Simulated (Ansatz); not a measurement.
# How fast states decay through Na3YCl3F3

A new crystal, Na3YCl3F3: structure, gap and complex bands. It is built by putting F for part of the Cl in the Na3YCl6 structure of space group R-3, with the volume rescaled by atomic radii. The parent structure comes from the Materials Project.

Calculated with Ansatz 0.2.0; PBE DFT, plane waves, PAW files, in the first sound run; inputs show where later runs differ.

The structure was built from a prototype and need not be the compound's stable phase.

## Step 1: The structure

The cell holds 10 atoms: 3 Na, 1 Y, 3 F and 3 Cl. Its edges and angles: a = 7.040 Å, b = 7.040 Å, c = 7.040 Å, α = 56.6°, β = 56.6°, γ = 56.6°. It derives from Na3YCl6. F for part of the Cl in the Na3YCl6 structure of space group R-3.

## Step 2: Cell and atoms at rest

The substituted atoms don't fit the parent's cell, so cell and atoms relax together. A small smearing keeps the run stable in case the gap closes on the way.

input.yaml reads:

```yaml
crystal:
  lattice:
    - [3.3393780178, 1.9279907975, 5.8897594489]
    - [-3.3393780178, 1.9279907975, 5.8897594489]
    - [0.0, -3.855981595, 5.8897594489]
  atoms:
    - { symbol: Na, position: [0.19925243, 0.19925243, 0.19925243] }
    - { symbol: Na, position: [0.5, 0.5, 0.5] }
    - { symbol: Na, position: [0.80074757, 0.80074757, 0.80074757] }
    - { symbol: "Y", position: [0.0, 0.0, 0.0] }
    - { symbol: F, position: [0.10935413, 0.37269022, 0.77804467] }
    - { symbol: Cl, position: [0.37269022, 0.77804467, 0.10935413] }
    - { symbol: Cl, position: [0.77804467, 0.10935413, 0.37269022] }
    - { symbol: F, position: [0.22195533, 0.89064587, 0.62730978] }
    - { symbol: F, position: [0.62730978, 0.22195533, 0.89064587] }
    - { symbol: Cl, position: [0.89064587, 0.62730978, 0.22195533] }
kpoints:
  mp_grid: { grid: [4, 4, 4] }
scf:
  occupations: { method: gaussian, width: 0.03 }
hamiltonian:
  xc: pbe
output:
  forces: true
  stress: true
relax:
  f_tol: 0.02
  max_steps: 60
  cell: {}
```

Command:

```bash
ansatz run input.yaml --threads 2 --pin off --max-ram 4096MiB --backend cpu --events-out ev --progress --plain --runs-dir out
```

Numbers of over 12 decimals in the logs are rounded to 6 here.

Log:

```text
Engine: ansatz 0.2.0, aarch64-unknown-linux-gnu
Pseudopotentials: kind: paw
Pseudopotential: Na, paw, valence charge 9, recommended cutoff 420 eV (normal), Na.paw.azcp
Pseudopotential: Y, paw, valence charge 11, recommended cutoff 420 eV (normal), Y.paw.azcp
Pseudopotential: F, paw, valence charge 7, recommended cutoff 420 eV (normal), F.paw.azcp
Pseudopotential: Cl, paw, valence charge 7, recommended cutoff 420 eV (normal), Cl.paw.azcp
Functional definition: PBE
  parameter kappa = 0.804
  parameter beta = 0.066725
  exchange = pbe_x(kappa = kappa, mu = beta*pi^2/3)
  correlation = pbe_c(beta = beta)
Crystal: 10 atoms, lattice volume = 227.520 Å³
Basis set: ecut = 420 eV, 4441 PW (Γ), exchange–correlation on 96×96×96 points (8 copies of the dense FFT grid, shifted against one another)
Bands: 50, of which v1, the nominal top of the filled ones, is band 40 counted from 1 (39 counted from 0)
Symmetry: 1 space group operations
Space group: P1 (ITA 1), of the structure as read, at distance tolerance 6.1e-5 Å
k-points: 36 of 64 (time reversal used)
Non-local potential: Na, projectors of the file, l = 0: 3, l = 1: 2, l = 2: 1
Non-local potential: Y, projectors of the file, l = 0: 3, l = 1: 2, l = 2: 2, l = 3: 1
Non-local potential: F, projectors of the file, l = 0: 2, l = 1: 2, l = 2: 1
Non-local potential: Cl, projectors of the file, l = 0: 2, l = 1: 2, l = 2: 2
PAW form: soft (Blöchl's): semilocal exchange-correlation on the pseudo side does not see the compensation charge
PAW one-centre angular grid: Na, 110 points (default); XC on 64 Gauss nodes
PAW one-centre angular grid: Y, 590 points (default); XC on 64 Gauss nodes
PAW one-centre angular grid: F, 110 points (default); XC on 64 Gauss nodes
PAW one-centre angular grid: Cl, 110 points (default); XC on 64 Gauss nodes
Initial density: superposition of atomic densities (neutral atoms: chi_scale 0, normalization atom), corrected by the library's trained network
Initial wavefunctions: pseudopotential atomic-orbital guess
Functional: x = pbe(κ = 0.804, μ = 0.219515), c = pbe(β = 0.066725)
SCF iter   1: F=—  HF=-13987.715840 eV  |F-HF|=—  |Δ(HF+E_count)|=         —  Δρ=8.39e-4  dr2=1.30e-3  ethr=1.77e-3  ⟨swp⟩=6.4  Hψ=7655  notcnv=0  defer=3
preconditioner: auto → Resta (q_TF=auto, 2.292 Å⁻¹)  ε∞=2.4  [insulator: Δε(μ)=5.617 eV  Ē_g=17.467 eV  σ=0.030 eV  W_gap=1.00  n_scr=58 (ndim 8)  ℏωp=20.9 eV  f_vac=0.199  D(μ)=0.00/eV (n_scr^D=0)  ε∞_Penn≈2.4]
SCF iter   2: F=—  HF=-13987.715370 eV  |F-HF|=—  |Δ(HF+E_count)|=   4.69e-4  Δρ=4.51e-4  dr2=3.69e-4  ethr=1.63e-6  ⟨swp⟩=2.0  Hψ=3574  notcnv=0  defer=98
SCF iter   3: F=—  HF=-13987.715599 eV  |F-HF|=—  |Δ(HF+E_count)|=   2.29e-4  Δρ=2.98e-4  dr2=1.56e-4  ethr=4.61e-7  ⟨swp⟩=2.0  Hψ=2568  notcnv=0  defer=98
SCF iter   4: F=—  HF=-13987.715593 eV  |F-HF|=—  |Δ(HF+E_count)|=   6.13e-6  Δρ=6.19e-5  dr2=9.92e-6  ethr=1.95e-7  ⟨swp⟩=2.0  Hψ=2504  notcnv=0  defer=98
SCF iter   5: F=—  HF=-13987.715440 eV  |F-HF|=—  |Δ(HF+E_count)|=   1.53e-4  Δρ=2.47e-5  dr2=1.97e-6  ethr=1.24e-8  ⟨swp⟩=2.0  Hψ=2581  notcnv=0  defer=98
SCF iter   6: F=—  HF=-13987.715440 eV  |F-HF|=—  |Δ(HF+E_count)|=   2.42e-7  Δρ=7.35e-6  dr2=1.51e-7  ethr=2.47e-9  ⟨swp⟩=2.0  Hψ=2288  notcnv=0  defer=98
SCF iter   7: F=-13987.715441 eV  HF=-13987.715441 eV  |F-HF|=7.98e-9  |Δ(HF+E_count)|=   2.21e-7  Δρ=1.78e-6  dr2=6.81e-9  ethr=1.25e-10  ⟨swp⟩=4.0  Hψ=5472  notcnv=0
SCF 1 converged in 7 iterations: F = -13987.715441 eV  dr2 = 6.81e-9
  greatest PAW one-centre occupation: 0.999 electrons in one spin orbital (limit 2), on the Na atom at site 2 (counted from 0), in its partial waves of l = 0
relax step   1: F+E_penalty+E_count = -13987.71544053 eV  Δ(F+E_penalty+E_count) = +0.000e0 eV  max|allowed force component| = 3.387e0 eV/Å  Δτ_max = 0.0000 Å  P = -1.044 GPa  Ω = 227.520 Å³  (7 SCF iters, dr2 threshold 1.00e-7 eV, accepted)
Crystal: 10 atoms, lattice volume = 224.150 Å³
Basis set: ecut = 420 eV, 4381 PW (Γ), exchange–correlation on 96×96×96 points (8 copies of the dense FFT grid, shifted against one another)
Initial density: handed on by an earlier stage of this run
Initial wavefunctions: those handed on with the density
iter 1 solved again at ethr=3.43e-4 eV; its pass at ethr=3.10e-3 eV (dr2=2.74e-1 eV) is discarded
SCF iter   1: F=—  HF=-13988.846729 eV  |F-HF|=—  |Δ(HF+E_count)|=         —  Δρ=1.30e-2  dr2=2.73e-1  ethr=3.43e-4  ⟨swp⟩=2.0  Hψ=7743  notcnv=0
preconditioner: auto → Resta (q_TF=auto, 2.298 Å⁻¹)  ε∞=2.4  [insulator: Δε(μ)=5.374 eV  Ē_g=17.708 eV  σ=0.030 eV  W_gap=1.00  n_scr=52 (ndim 8)  ℏωp=21.0 eV  f_vac=0.186  D(μ)=0.00/eV (n_scr^D=0)  ε∞_Penn≈2.4]
SCF iter   2: F=—  HF=-13988.769707 eV  |F-HF|=—  |Δ(HF+E_count)|=   7.70e-2  Δρ=6.29e-3  dr2=4.70e-2  ethr=3.42e-4  ⟨swp⟩=3.0  Hψ=3038  notcnv=0
SCF iter   3: F=—  HF=-13988.761111 eV  |F-HF|=—  |Δ(HF+E_count)|=   8.60e-3  Δρ=2.40e-3  dr2=9.06e-3  ethr=5.88e-5  ⟨swp⟩=3.0  Hψ=3408  notcnv=0
SCF iter   4: F=—  HF=-13988.759797 eV  |F-HF|=—  |Δ(HF+E_count)|=   1.31e-3  Δρ=8.85e-4  dr2=1.26e-3  ethr=1.13e-5  ⟨swp⟩=2.0  Hψ=3024  notcnv=0
SCF iter   5: F=—  HF=-13988.759893 eV  |F-HF|=—  |Δ(HF+E_count)|=   9.61e-5  Δρ=1.90e-4  dr2=1.11e-4  ethr=1.57e-6  ⟨swp⟩=2.0  Hψ=2282  notcnv=0
SCF iter   6: F=—  HF=-13988.759826 eV  |F-HF|=—  |Δ(HF+E_count)|=   6.69e-5  Δρ=3.95e-5  dr2=6.03e-6  ethr=1.39e-7  ⟨swp⟩=2.0  Hψ=2396  notcnv=0
SCF iter   7: F=-13988.759832 eV  HF=-13988.759832 eV  |F-HF|=6.46e-8  |Δ(HF+E_count)|=   6.03e-6  Δρ=1.29e-5  dr2=3.12e-7  ethr=1.25e-9  ⟨swp⟩=4.2  Hψ=6128  notcnv=0
SCF 2 converged in 7 iterations: F = -13988.759832 eV  dr2 = 3.12e-7
relax step   2: F+E_penalty+E_count = -13988.75983227 eV  Δ(F+E_penalty+E_count) = -1.044e0 eV  max|allowed force component| = 2.006e0 eV/Å  Δτ_max = 0.1944 Å  P = -1.328 GPa  Ω = 224.150 Å³  energy of the carried Pulay correction = +3.446e-3 eV  (7 SCF iters, dr2 threshold 1.00e-6 eV, accepted)
Crystal: 10 atoms, lattice volume = 218.284 Å³
Basis set: ecut = 420 eV, 4223 PW (Γ), exchange–correlation on 96×96×96 points (8 copies of the dense FFT grid, shifted against one another)
iter 1 solved again at ethr=3.85e-4 eV; its pass at ethr=3.10e-3 eV (dr2=3.08e-1 eV) is discarded
SCF iter   1: F=—  HF=-13989.332101 eV  |F-HF|=—  |Δ(HF+E_count)|=         —  Δρ=1.54e-2  dr2=3.11e-1  ethr=3.85e-4  ⟨swp⟩=2.0  Hψ=8097  notcnv=0
preconditioner: auto → Resta (q_TF=auto, 2.308 Å⁻¹)  ε∞=2.4  [insulator: Δε(μ)=4.872 eV  Ē_g=18.148 eV  σ=0.030 eV  W_gap=1.00  n_scr=52 (ndim 8)  ℏωp=21.3 eV  f_vac=0.178  D(μ)=0.00/eV (n_scr^D=0)  ε∞_Penn≈2.4]
[...]
relax step   9: F+E_penalty+E_count = -13989.60740779 eV  Δ(F+E_penalty+E_count) = -2.325e-2 eV  max|allowed force component| = 8.911e-2 eV/Å  Δτ_max = 0.1949 Å  P = -0.021 GPa  Ω = 213.005 Å³  energy of the carried Pulay correction = +1.522e-2 eV  (7 SCF iters, dr2 threshold 9.14e-7 eV, accepted)
relax step  10: F+E_penalty+E_count = -13989.60991562 eV  Δ(F+E_penalty+E_count) = -2.508e-3 eV  max|allowed force component| = 9.848e-2 eV/Å  Δτ_max = 0.0744 Å  P = -0.025 GPa  Ω = 212.873 Å³  energy of the carried Pulay correction = +1.536e-2 eV  (7 SCF iters, dr2 threshold 4.96e-7 eV, accepted)
relax step  11: F+E_penalty+E_count = -13989.60990538 eV  Δ(F+E_penalty+E_count) = +1.024e-5 eV  max|allowed force component| = 8.080e-2 eV/Å  Δτ_max = 0.0728 Å  P = -0.014 GPa  Ω = 212.504 Å³  energy of the carried Pulay correction = +1.576e-2 eV  (6 SCF iters, dr2 threshold 6.06e-7 eV, rejected (line search))
relax step  12: F+E_penalty+E_count = -13989.61577888 eV  Δ(F+E_penalty+E_count) = -5.863e-3 eV  max|allowed force component| = 6.223e-2 eV/Å  Δτ_max = 0.0364 Å  P = -0.029 GPa  Ω = 212.225 Å³  energy of the carried Pulay correction = +1.607e-2 eV  (10 SCF iters, accepted)
relax step  13: F+E_penalty+E_count = -13989.62302169 eV  Δ(F+E_penalty+E_count) = -7.243e-3 eV  max|allowed force component| = 5.052e-2 eV/Å  Δτ_max = 0.0963 Å  P = +0.025 GPa  Ω = 210.188 Å³  energy of the carried Pulay correction = +1.829e-2 eV  (8 SCF iters, dr2 threshold 2.42e-7 eV, accepted)
relax step  14: F+E_penalty+E_count = -13989.62346665 eV  Δ(F+E_penalty+E_count) = -4.450e-4 eV  max|allowed force component| = 4.646e-2 eV/Å  Δτ_max = 0.0248 Å  P = +0.024 GPa  Ω = 210.411 Å³  energy of the carried Pulay correction = +1.805e-2 eV  (6 SCF iters, dr2 threshold 1.60e-7 eV, accepted)
relax step  15: F+E_penalty+E_count = -13989.62386182 eV  Δ(F+E_penalty+E_count) = -3.952e-4 eV  max|allowed force component| = 2.640e-3 eV/Å  Δτ_max = 0.0095 Å  P = +0.003 GPa  Ω = 210.485 Å³  energy of the carried Pulay correction = +1.797e-2 eV  (6 SCF iters, dr2 threshold 1.35e-7 eV, accepted)
relax step  16: F+E_penalty+E_count = -13989.61423879 eV  Δ(F+E_penalty+E_count) = +9.623e-3 eV  max|allowed force component| = 2.660e-3 eV/Å  Δτ_max = 0.0000 Å  P = -0.113 GPa  Ω = 210.485 Å³  stress off target by 1.33e-1 GPa  SCF on the basis re-selected at this cell (its energy is not comparable with the rows above)  (7 SCF iters)
relax step  17: F+E_penalty+E_count = -13989.61564579 eV  Δ(F+E_penalty+E_count) = -1.407e-3 eV  max|allowed force component| = 7.967e-3 eV/Å  Δτ_max = 0.0089 Å  P = +0.008 GPa  Ω = 209.419 Å³  energy of the carried Pulay correction = +1.095e-3 eV  (6 SCF iters, dr2 threshold 4.43e-8 eV, accepted)
iter 1 solved again at ethr=9.01e-7 eV; its pass at ethr=3.10e-3 eV (dr2=7.21e-4 eV) is discarded
SCF iter   1: F=—  HF=-13989.614598 eV  |F-HF|=—  |Δ(HF+E_count)|=         —  Δρ=2.97e-5  dr2=2.75e-7  ethr=9.01e-7  ⟨swp⟩=3.0  Hψ=10915  notcnv=0
eigensolver tolerance schedule: the retry pair's looser diagonalisation over-reported the residual by 2621.27 of it (diagonalisation noise at 3.20 of the residual, at the tolerance the schedule requests for it); recorded, not acted on — ethr = c·dr2/N_el stays at c = 1.0e-1
preconditioner: auto → Resta (q_TF=auto, 2.324 Å⁻¹)  ε∞=2.4  [insulator: Δε(μ)=4.957 eV  Ē_g=18.099 eV  σ=0.030 eV  W_gap=1.00  n_scr=52 (ndim 8)  ℏωp=21.8 eV  f_vac=0.145  D(μ)=0.00/eV (n_scr^D=0)  ε∞_Penn≈2.4]
SCF iter   2: F=—  HF=-13989.614566 eV  |F-HF|=—  |Δ(HF+E_count)|=   3.28e-5  Δρ=1.36e-5  dr2=7.89e-8  ethr=3.44e-10  ⟨swp⟩=2.0  Hψ=3241  notcnv=0
SCF iter   3: F=—  HF=-13989.614566 eV  |F-HF|=—  |Δ(HF+E_count)|=   7.81e-8  Δρ=5.36e-6  dr2=1.12e-8  ethr=9.87e-11  ⟨swp⟩=2.0  Hψ=2124  notcnv=0
SCF iter   4: F=—  HF=-13989.614566 eV  |F-HF|=—  |Δ(HF+E_count)|=   1.28e-8  Δρ=6.07e-7  dr2=5.94e-10  ethr=1.40e-11  ⟨swp⟩=2.1  Hψ=2914  notcnv=0
SCF iter   5: F=—  HF=-13989.614566 eV  |F-HF|=—  |Δ(HF+E_count)|=  2.36e-10  Δρ=2.20e-7  dr2=1.21e-10  ethr=1.00e-12  ⟨swp⟩=4.0  Hψ=5472  notcnv=0
SCF iter   6: F=-13989.614566 eV  HF=-13989.614566 eV  |F-HF|=9.09e-12  |Δ(HF+E_count)|=  1.60e-10  Δρ=1.47e-7  dr2=3.68e-11  ethr=1.00e-12  ⟨swp⟩=4.0  Hψ=5468  notcnv=0
SCF 18 converged in 6 iterations: F = -13989.614566 eV  dr2 = 3.68e-11
relax step  18: F+E_penalty+E_count = -13989.61456576 eV  Δ(F+E_penalty+E_count) = +1.080e-3 eV  max|allowed force component| = 8.006e-3 eV/Å  Δτ_max = 0.0000 Å  P = +0.000 GPa  Ω = 209.419 Å³  stress off target by 1.92e-2 GPa  SCF on the basis re-selected at this cell (its energy is not comparable with the rows above)  (6 SCF iters)
basis re-selected at this cell: Δ(F+E_penalty+E_count) = +1.080e-3 eV, ΔP = -0.007 GPa vs the last step (what re-selecting the basis moved, of the pressure what is left beyond the Pulay correction that the steps carried, after the strain that the cell walked since its last selection, with what the two solves' SCF thresholds leave and, on support functions, any second-order correction that the steps lacked; it is no m [...]
SCF converged after 6 iterations
Free energy (F): -13989.614566 eV
Harris-Foulkes:  -13989.614566 eV  (|F-HF|=9.09e-12)
Internal energy: -13989.614566 eV  (E = F + TS)
E sigma→0 (E₀):  -13989.614566 eV
Fermi energy:    4.016999 eV
--- Per-component energies (eV) ---
  E_band       = -1017.228325
  E_kinetic    = 1773.097839
  E_local      = -7726.461955  (includes V_loc(G=0)·N_el)
  E_nonlocal   = 699.926961
  E_hartree    = 2812.428307
  E_xc         = -855.238018
  E_vxc        = -1027.418419  (∫ρ·V_xc dr)
  E_paw        = -6194.135024  (= ΣΔE_a)
  E_vpaw       = -361.235803  (= ΣTr[D̂ρ^β])
  E_aug_tail   = 0.006376  (compensation charges beyond the density's cutoff)
  E_ewald      = -4499.239053
  E_smearing   = -0.000000  (= −TS)
  E_closure    = 0.000000  (closes the sum)
  Σ components = -13989.614566   (vs F -13989.614566, Δ=0.00e0)
--- Forces (eV/Å), atoms counted from 1 ---
  atom   1  Na     0.00010976     0.00224358     0.00156422
  atom   2  Na    -0.00136907    -0.00206485    -0.00012370
  atom   3  Na    -0.00314062     0.00167535    -0.00341340
  atom   4  Y      0.00157755     0.00232211    -0.00364782
  atom   5  F      0.00453989    -0.00463544     0.00240457
  atom   6  Cl    -0.00055241     0.00100768    -0.00120221
  atom   7  Cl    -0.00571841     0.00330146    -0.00302864
  atom   8  F     -0.00002517    -0.00559847     0.00800653
  atom   9  F      0.00419124    -0.00449505     0.00126054
  atom  10  Cl     0.00038721     0.00624406    -0.00181917
  max |Σ_I F_I| component: 9.27e-7 eV/Å
--- Stress (GPa, compression-positive) ---
       -0.001976      -0.000813      -0.000203
       -0.000813      -0.011688       0.011891
       -0.000203       0.011891       0.014591
  P = ⅓ Tr σ = 0.0003 GPa (0.003 kbar)
--- Relaxed structure (16 steps of the walk, 15 accepted, 2 SCFs on fresh bases) ---
  F+E_penalty+E_count = -13989.61456576 eV   max|allowed force component| = 8.006e-3 eV/Å   (the final SCF, on the basis selected at the relaxed cell)
  cell:  # Å, volume = 209.4190 Å³
    - [3.366538, 1.822105, 5.780394]
    - [-3.123862, 1.785806, 5.654684]
    - [0.089902, -3.819795, 5.786898]
  atoms:
    - { symbol: Na, position: [0.330272, 0.163822, 0.242989] }
    - { symbol: Na, position: [0.459954, 0.488987, 0.575334] }
    - { symbol: Na, position: [0.836080, 0.782214, 0.767219] }
    - { symbol: Y, position: [-0.00318706, 0.050391, -0.060472] }
    - { symbol: F, position: [0.083216, 0.385964, 0.754963] }
    - { symbol: Cl, position: [0.357839, 0.815468, 0.114016] }
    - { symbol: Cl, position: [0.670337, 0.114669, 0.381033] }
    - { symbol: F, position: [0.179465, 0.900610, 0.647233] }
    - { symbol: F, position: [0.665106, 0.208224, 0.867287] }
    - { symbol: Cl, position: [0.920918, 0.589652, 0.210398] }
```

Elapsed: 3.4 min, on 2 threads of Arm Neoverse V2, shared host; peak memory 0.64 GiB.

The steps of the relaxation:

```csv
step,energy less that of the first step (eV),largest force component (eV/Å),pressure (GPa),volume (Å³)
1,0.0000,3.3868,-1.04,227.52
2,-1.0444,2.0057,-1.33,224.15
3,-1.5186,0.5235,1.12,218.28
4,-1.6413,0.3807,-0.42,216.38
5,-1.7488,0.1475,-0.39,212.19
6,-1.7830,0.0898,0.07,210.07
7,-1.8236,0.0982,0.14,210.99
8,-1.8687,0.1210,-0.03,212.46
9,-1.8920,0.0891,-0.02,213.01
10,-1.8945,0.0985,-0.03,212.87
11,-1.8945,0.0808,-0.01,212.50
12,-1.9003,0.0622,-0.03,212.23
13,-1.9076,0.0505,0.03,210.19
14,-1.9080,0.0465,0.02,210.41
15,-1.9084,0.0026,0.00,210.49
16*,-1.8988,0.0027,-0.11,210.49
17,-1.9002,0.0080,0.01,209.42
18*,-1.8991,0.0080,0.00,209.42
```

Relaxation steps marked * repeat the geometry before them on a plane-wave basis chosen anew for their cell, so energy and pressure can jump there. Relaxation step 11 was tried and not accepted.

```csv
cell as run,before,after,change
a (Å),7.040,6.933,-1.5 %
b (Å),7.040,6.702,-4.8 %
c (Å),7.040,6.934,-1.5 %
α (°),56.64,56.55,-0.2 %
β (°),56.64,56.13,-0.9 %
γ (°),56.64,56.83,+0.3 %
volume (Å³/atom),22.75,20.94,-8.0 %
```

The atoms that moved most (Å, as changes of fractional coordinates times the final cell):

```csv
atom,dx,dy,dz,length
Na1,0.556,0.008,0.810,0.982
Cl7,-0.378,-0.219,-0.544,0.698
Na2,-0.094,-0.380,0.142,0.417
Y4,-0.174,0.315,-0.083,0.369
F5,-0.132,0.064,-0.210,0.256
Na3,0.174,0.159,-0.095,0.254
Cl10,0.219,0.032,-0.105,0.244
F8,-0.172,-0.136,-0.074,0.232
```

Numbers from this step:

```
free energy  : -13989.6146 eV
Fermi energy : 4.017 eV
pressure     : 3.09e-4 GPa
```

The largest force component on a free atom ends at 0.0080 eV/Å.

[end of part 1 of 3]

[Logs are printed without paths, hosts, clocks, repeated set-up lines and the standing remarks that a program may print on its own settings, such as how far it seeks lower states.]

[Hosts, paths, dates, database ids (printed as entryN), source tags and the programs' standing remarks are cut or masked in the printed files.]

[New means built here by substitution; the compound itself may be known and measured.]
